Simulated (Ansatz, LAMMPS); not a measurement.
## Relaxing amorphous 52In2O3-48Li2O (mol %) (125 atoms)

Aim: bring amorphous 52In2O3-48Li2O (mol %) (125 atoms) to a nearby minimum of the energy and see what moves.

Main program and level: Ansatz 0.2.0; Kohn-Sham DFT, RPBE, PAW (set soft_2), plane waves.

**1. Starting point**

The cell holds 125 atoms: 32 In, 30 Li and 63 O. Its edges and angles: a = 11.320 Å, b = 11.320 Å, c = 11.320 Å, α = 90.0°, β = 90.0°, γ = 90.0°. 125 atoms (32 Sc, 30 Li, 63 O) placed at random at 3.4 g/cm³, melted at 5000 K for 10 ps at fixed volume with the Morse and Coulomb pair potential with partial charges (Pedone, Malavasi, Menziani, Cormack and Segre, J. Phys. Chem. B 110, 11780 (2006)). Quenched from 5000 K to 300 K at 30 K/ps and fixed volume, held 10 ps at zero pressure, then minimised at fixed cell. Then Sc was replaced by In and the cell scaled by 1.023 (the potential has no terms for the new elements, so the cell is a start for a DFT relaxation).

Limits known from the start: The quench rate of 30 K/ps is orders of magnitude faster than experiment, which tends to freeze in extra defects. The starting topology of bonds comes from the classical model. Only the Γ point is sampled, in a cell whose shortest periodic width is 11 Å.

**2. Single point at the start**

The forces at the start show how far the geometry lies from a minimum of this functional.

input.yaml

```yaml
crystal:
  lattice:
    - [11.32023, 0.0, 0.0]
    - [0.0, 11.32023, 0.0]
    - [0.0, 0.0, 11.32023]
  atoms:
    - { symbol: In, position: [0.39318, 0.69553, 0.34969] }
    - { symbol: In, position: [0.31602, 0.36387, 0.79618] }
    - { symbol: In, position: [0.83747, 0.4087, 0.26531] }
    - { symbol: In, position: [0.55009, 0.43672, 0.66637] }
    [... 115 atom lines left out ...]
    - { symbol: O, position: [0.99335, 0.28797, 0.93661] }
    - { symbol: O, position: [0.28402, 0.20289, 0.90724] }
    - { symbol: O, position: [0.36396, 0.72911, 0.7761] }
    - { symbol: O, position: [0.68946, 0.12068, 0.62787] }
    - { symbol: O, position: [0.29633, 0.97612, 0.75936] }
    - { symbol: O, position: [0.92841, 0.21655, 0.62709] }
kpoints:
  mp_grid: { grid: [1, 1, 1] }
hamiltonian:
  xc: rpbe
scf:
  occupations: { method: fermi_dirac, width: 0.05 }
output:
  forces: true
  stress: true
  populations: intrinsic
  dos:
    method: { smearing: { sigma: 0.08 } }
    de: 0.1
    projected: { site_lists: { In: [In], Li: [Li], O: [O] } }
  eigenvalues: true
```

Command:

```sh
> ansatz run input.yaml --threads 4 --pin off --max-ram 8192MiB --backend cpu --events-out ev --progress --plain --runs-dir out
```

The job ended after 55 s (4 threads of Arm Neoverse V1, shared host; peak memory 2.4 GiB; 3.6 min of CPU time).

Numbers from this run:

* free energy: -221455.0600 eV
* free energy per atom: -1771.6405 eV/atom
* SCF cycles: 11
* pressure: 7.32 GPa
* r.m.s. force component: 0.4373 eV/Å
* longest force: 1.579 eV/Å
* Fermi energy: 8.111 eV
* gap (highest filled to lowest empty level): 1.176 eV

The r.m.s. force component of 0.44 eV/Å and the pressure of 7.3 GPa set the starting point.

Neighbours are counted within 2.77 Å (O-In), 2.38 Å (O-Li), 2.90 Å (In-In).

Length of the force by element and coordination:

```
element  coordination  atoms  mean length of the force (eV/Å)  spread  least   most
     In           all     32                            0.649   0.248  0.118   1.17
     In             5      6                            0.521   0.208  0.118  0.754
     In             6     22                            0.656    0.26  0.188   1.17
     In             7      4                            0.796   0.092  0.671  0.930
     Li           all     30                            0.427   0.186  0.083  0.850
     Li             2      1                            0.251       0  0.251  0.251
     Li             3      9                            0.486   0.259  0.083  0.850
     Li             4     19                            0.391   0.114   0.18  0.604
     Li             5      1                            0.748       0  0.748  0.748
      O           all     63                            0.794   0.399  0.147   1.58
      O             3      2                            0.549   0.089   0.46  0.638
      O             4     22                            0.802   0.380  0.147   1.36
      O             5     31                            0.813   0.423  0.242   1.53
      O             6      7                            0.773   0.404  0.267   1.58
      O             7      1                            0.675       0  0.675  0.675
```

**3. Relaxation**

The atoms are relaxed in the fixed cell, aiming at the force tolerance of the input.

input.yaml, the sections that differ from step 2:

```yaml
output:
  forces: true
relax:
  f_tol: 0.05
  max_steps: 200
# crystal, kpoints, hamiltonian, scf: as in step 2
```

Wall time 6.6 min (4 threads); peak memory 2.3 GiB; 26 min of CPU time.

Step by step:

| step | energy less that of the first step (eV) | largest force component (eV/Å) |
| --- | --- | --- |
| 1 | 0.0000 | 1.4717 |
| 2 | -3.1112 | 0.4658 |
| 3 | -3.7415 | 0.3347 |
| 4 | -4.1977 | 0.2480 |
| 5 | -4.3240 | 0.0792 |
| 6 | -4.4093 | 0.1158 |
| 7 | -4.4181 | 0.1514 |
| 8 | -4.4472 | 0.0736 |
| 9 | -4.4691 | 0.0941 |
| 10 | -4.4791 | 0.0828 |
| 11 | -4.4760 | 0.0979 |
| 12 | -4.4926 | 0.0343 |
| 13 | -4.4947 | 0.0507 |
| 14 | -4.4968 | 0.0174 |

Relaxation step 11 was tried and not accepted.

The atoms that moved most (Å):

```
atom      dx      dy      dz  length
Li48  -0.539   0.585   0.884   1.189
Li49  -0.263   0.427   0.366   0.621
Li54  -0.398  -0.315  -0.354   0.619
Li40  -0.129  -0.266  -0.355   0.462
Li42  -0.061   0.368  -0.002   0.373
O118   0.232  -0.120   0.163   0.307
 O67  -0.100  -0.006   0.288   0.305
O119   0.120   0.272  -0.041   0.300
```

The relaxation changed the energy by -36.0 meV/atom, and atoms moved by 0.22 Å r.m.s., 1.2 Å at most.

**4. Local order after relaxation**

Bonds before and after, by the cutoffs listed below:

```
pair  bonds before  bonds after  mean before (Å)  mean after (Å)  spread before (Å)  spread after (Å)
O-In           188          188            2.203           2.234              0.116             0.117
O-Li           121          117            2.109           2.026              0.127             0.124
```

Density 5.60 g/cm³, 11.61 Å³ an atom.

Pair distribution functions g(r), in bins of 0.2 Å:

```csv
r (Å),total,O-O,O-In,O-Li,In-In,In-Li,Li-Li
1.80,0.32,0.00,0.00,1.31,0.00,0.00,0.00
2.00,1.52,0.00,0.67,5.59,0.00,0.00,0.00
2.20,2.52,0.00,8.12,1.64,0.00,0.00,0.50
2.40,0.62,0.00,1.75,0.27,0.00,0.00,1.72
2.60,0.37,0.12,0.26,0.36,0.00,0.86,1.31
2.80,1.10,1.50,0.08,0.47,0.00,3.59,2.53
3.00,1.40,3.46,0.10,0.64,0.38,2.17,0.87
3.20,1.13,2.19,0.08,0.59,2.42,1.88,0.37
3.40,1.11,1.77,0.37,0.74,2.35,1.41,1.00
3.60,0.84,0.88,0.59,0.87,1.75,0.66,0.99
3.80,0.90,0.65,0.84,0.88,1.71,0.83,1.50
4.00,0.90,0.45,1.21,1.05,1.56,0.52,0.88
4.20,0.99,0.72,1.15,1.25,1.02,0.83,0.81
4.40,1.04,0.87,1.29,1.32,0.64,0.62,0.73
4.60,0.98,0.51,1.48,1.36,0.59,0.54,0.55
4.80,0.95,0.50,1.34,1.23,0.29,0.91,0.95
5.00,0.99,0.67,1.39,1.16,0.40,0.81,0.92
5.20,1.04,1.11,1.21,0.96,0.62,0.98,0.85
5.40,1.06,1.19,1.01,0.86,1.08,1.28,1.01
5.60,1.00,1.38,0.77,0.65,1.44,1.07,1.06
```

Bonds by pair of elements; cutoffs follow the first minimum of g(r), held within bounds set by covalent radii, and pairs that aren't listed don't count as bonded:

| pair A-B | cutoff (Å) | bonds | mean length (Å) | spread (Å) | shortest (Å) | B about A | A about B |
| --- | --- | --- | --- | --- | --- | --- | --- |
| O-In | 2.77 | 188 | 2.23 | 0.117 | 2.07 | 2.98 | 5.88 |
| O-Li | 2.48 | 117 | 2.03 | 0.124 | 1.82 | 1.86 | 3.9 |

How many atoms have how many bonded neighbours:

| element | mean | 3 | 4 | 5 | 6 | 7 |
| --- | --- | --- | --- | --- | --- | --- |
| In | 5.88 | 0 | 0 | 6 | 24 | 2 |
| Li | 3.9 | 6 | 21 | 3 | 0 | 0 |
| O | 4.84 | 1 | 17 | 37 | 7 | 1 |

Bond angles, per cent of each kind in bins of 5°:

```
angle (°)  O-In-O  In-O-Li  In-O-In  O-Li-O  Li-O-Li
    60–65     0.0      0.3      0.0     0.0      1.1
    65–70     0.4      0.6      0.0     0.0      4.6
    70–75     5.0      3.2      0.5     0.6     10.3
    75–80     9.5     12.1      0.5     1.1      9.2
    80–85    15.6     15.3      4.5     3.5     10.3
    85–90    14.3     18.2      6.5     9.2      9.2
    90–95    11.0      8.3     15.5    11.5      6.9
   95–100     8.4      5.7     14.5    20.7      2.3
  100–105     5.2      7.0      8.5     9.2      1.1
  105–110     2.2      4.5      6.0     9.8      4.6
  110–115     3.0      0.6      6.0     3.5      3.5
  115–120     1.3      2.5      7.5     5.8      3.5
  120–125     1.9      2.2      5.5     5.8      0.0
  125–130     1.5      3.5      4.0     5.2      2.3
  130–135     1.1      2.5      3.5     1.7      4.6
  135–140     1.3      2.2      4.5     2.9      3.5
  140–145     1.3      0.6      1.0     2.9      4.6
  145–150     2.4      1.6      2.5     3.5      2.3
  150–155     1.9      1.0      2.0     0.6      2.3
  155–160     1.3      2.5      3.5     0.6      3.5
  160–165     3.7      2.2      1.0     0.6      4.6
  165–170     4.5      1.9      1.0     1.1      4.6
  170–175     2.6      1.0      1.5     0.6      1.1
  175–180     0.4      0.3      0.0     0.0      0.0
```

Bond angles (no mean is given where the spread exceeds 20°):

| angle | count | mean (°) | spread (°) |
| --- | --- | --- | --- |
| O-In-O | 462 | - | - |
| In-O-Li | 314 | - | - |
| In-O-In | 200 | - | - |
| O-Li-O | 174 | 108 | 19.8 |
| Li-O-Li | 87 | - | - |

Bond length by coordination (bonds to H left out):

```
element  coordination  atoms  mean bond length (Å)
     In             5      6                  2.17
     In             6     24                  2.24
     In             7      2                  2.32
     Li             3      6                  1.96
     Li             4     21                  2.02
     Li             5      3                  2.15
      O             3      1                  2.17
      O             4     17                  2.15
      O             5     37                  2.15
      O             6      7                  2.16
      O             7      1                  2.22
```

First main peaks of g(r), for some of the pairs, lie near 3.0 Å (O-O), 2.2 Å (O-In), 2.0 Å (O-Li), 3.3 Å (In-In) and 2.8 Å (In-Li). Counting bonds as in the table, 75 % of In atoms have 6, 70 % of Li atoms have 4 and 59 % of O atoms have 5 bonded neighbours.

**5. Single point at the relaxed geometry**

The electronic structure is read at the final geometry, in a run of its own.

input.yaml

```yaml
crystal:
  lattice:
    - [11.32023, 0.0, 0.0]
    - [0.0, 11.32023, 0.0]
    - [0.0, 0.0, 11.32023]
  atoms:
    - { symbol: In, position: [0.39149, 0.68292, 0.34043] }
    - { symbol: In, position: [0.31229, 0.36089, 0.80184] }
    - { symbol: In, position: [0.82816, 0.41106, 0.26367] }
    - { symbol: In, position: [0.54814, 0.45034, 0.6542] }
    [... 115 atom lines left out ...]
    - { symbol: O, position: [0.99887, 0.28947, 0.91904] }
    - { symbol: O, position: [0.27515, 0.19768, 0.90588] }
    - { symbol: O, position: [0.37125, 0.73124, 0.7599] }
    - { symbol: O, position: [0.66804, 0.12447, 0.62554] }
    - { symbol: O, position: [0.2987, 0.97519, 0.75242] }
    - { symbol: O, position: [0.90589, 0.22304, 0.6381] }
kpoints:
  mp_grid: { grid: [1, 1, 1] }
hamiltonian:
  xc: rpbe
scf:
  occupations: { method: fermi_dirac, width: 0.05 }
output:
  forces: true
  stress: true
  populations: true
  dos:
    method: { smearing: { sigma: 0.15 } }
    de: 0.1
    projected: { site_lists: { In: [In], Li: [Li], O: [O] } }
  eigenvalues: true
  write_density: true
  write_potential: true
  volumetric_format: npy
```

It took 57 s on 4 threads; peak memory 2.4 GiB; 3.7 min of CPU time.

Numbers from this run:

* free energy: -221459.5568 eV
* free energy per atom: -1771.6765 eV/atom
* SCF cycles: 11
* pressure: 4.981 GPa
* r.m.s. force component: 0.00503 eV/Å
* longest force: 0.01803 eV/Å
* Fermi energy: 7.982 eV
* gap (highest filled to lowest empty level): 1.127 eV
* spilling of the projection: 0.004601

Löwdin charges by element and coordination (they lack the spilled electrons, 0.033 e an atom on average):

```csv
element,coordination,atoms,mean charge (e),spread,least,most
In,all,32,1.07,0.0383,0.944,1.15
In,5,6,1.08,0.0151,1.06,1.11
In,6,24,1.07,0.0425,0.944,1.15
In,7,2,1.08,0.0254,1.06,1.11
Li,all,30,0.802,0.0088,0.784,0.821
Li,3,6,0.799,0.0073,0.79,0.811
Li,4,21,0.802,0.0094,0.784,0.821
Li,5,3,0.807,0.0028,0.804,0.811
O,all,63,-0.862,0.0756,-1.10,-0.724
O,3,1,-0.76,0,-0.76,-0.76
O,4,17,-0.807,0.052,-0.931,-0.724
O,5,37,-0.873,0.0682,-1.10,-0.756
O,6,7,-0.931,0.0439,-0.998,-0.869
O,7,1,-1.03,0,-1.03,-1.03
```

Density of states as counts of states in windows of 1 eV (from the Fermi level), total and the larger projections:

```csv
from (eV),to (eV),total,O p,In p,In s,In d
-14,-13,219.8,3.4,0.6,0.2,213.7
-13,-12,98.9,1.3,0.7,0.2,89.6
-12,-11,1.3,0.0,0.0,0.0,1.0
-11,-7,0.0,0.0,0.0,0.0,0.0
-7,-6,7.7,4.6,0.3,2.5,0.1
-6,-5,37.3,22.8,2.0,10.3,0.5
-5,-4,34.0,23.2,4.4,4.2,0.4
-4,-3,64.4,50.6,8.9,1.2,0.8
-3,-2,86.2,75.0,5.8,0.6,1.0
-2,-1,120.2,113.1,2.2,0.4,1.7
-1,0,28.1,26.9,0.2,0.1,0.5
0,1,2.0,0.3,0.0,0.6,0.0
1,2,0.0,0.0,0.0,0.0,0.0
2,3,9.3,3.3,1.2,2.7,0.0
3,4,19.1,6.2,2.8,7.1,0.0
4,5,23.8,7.2,3.4,10.2,0.0
```

Between -26 and -14 eV lie 126 more states.

The stored curve holds about 824 of the 884 electrons; the rest, give or take the few that broadening carries across the Fermi level, lie in deeper levels below its range.

The levels nearest the highest filled one (over half full), pooled over k-points and spins:

```
level less the highest filled one (eV)  occupation
                                -0.322           2
                                -0.287           2
                                -0.271           2
                                -0.252           2
                                -0.166           2
                                     0           2
                                  1.13           0
                                  3.08           0
                                  3.27           0
                                  3.33           0
                                  3.34           0
                                  3.47           0
```

Mean Löwdin charges: In +1.07, Li +0.80, O -0.86 e (they miss 0.46 % of the electrons, so they add up to more than the cell's charge).

**6. Summary of results**

```json
{
 "energy change in the relaxation": "-35.98 meV/atom",
 "r.m.s. displacement": "0.22 Å",
 "largest displacement": "1.189 Å",
 "free energy per atom": "-1771.6765 eV/atom",
 "pressure": "4.981 GPa",
 "r.m.s. force component": "0.00503 eV/Å",
 "gap (highest filled to lowest empty level)": "1.127 eV",
 "wall time of the 3 DFT runs": "8.5 min"
}
```

Relaxation lowers the energy by 36.0 meV/atom and moves atoms by 0.22 Å r.m.s.; the r.m.s. force component goes from 0.44 to 0.0050 eV/Å, the pressure goes from 7.3 to 5.0 GPa, and the gap from 1.18 to 1.13 eV. By the final cutoffs 9 of 309 bonded pairs parted and 5 joined. First to last step the energy falls by 4.497 eV; the largest move, 1.19 Å, is that of Li48. The O-Li bonds change most in mean length: from 2.109 Å (spread 0.127) to 2.026 Å (spread 0.124), and their number from 121 to 117. Counting bonds as in the table, 75 % of In atoms have 6, 70 % of Li atoms have 4 and 59 % of O atoms have 5 bonded neighbours. Filled and empty levels are parted by 1.13 eV (at Γ alone); a semilocal functional tends to put such gaps too low. In a disordered cell it changes from sample to sample, and tail or defect levels can set it.

Caveats: The network of bonds at the start is that of the classical potential that made the cell; in DFT 9 of its 309 bonded pairs passed out of the cutoffs and 5 came within them. The pressure of 5.0 GPa means that a free cell would grow at this level.

[Logs are printed without paths, hosts, clocks, repeated set-up lines and the standing remarks that a program may print on its own settings, such as how far it seeks lower states.]

[Hosts, paths, dates, database ids (printed as entryN), source tags and the programs' standing remarks are cut or masked in the printed files.]
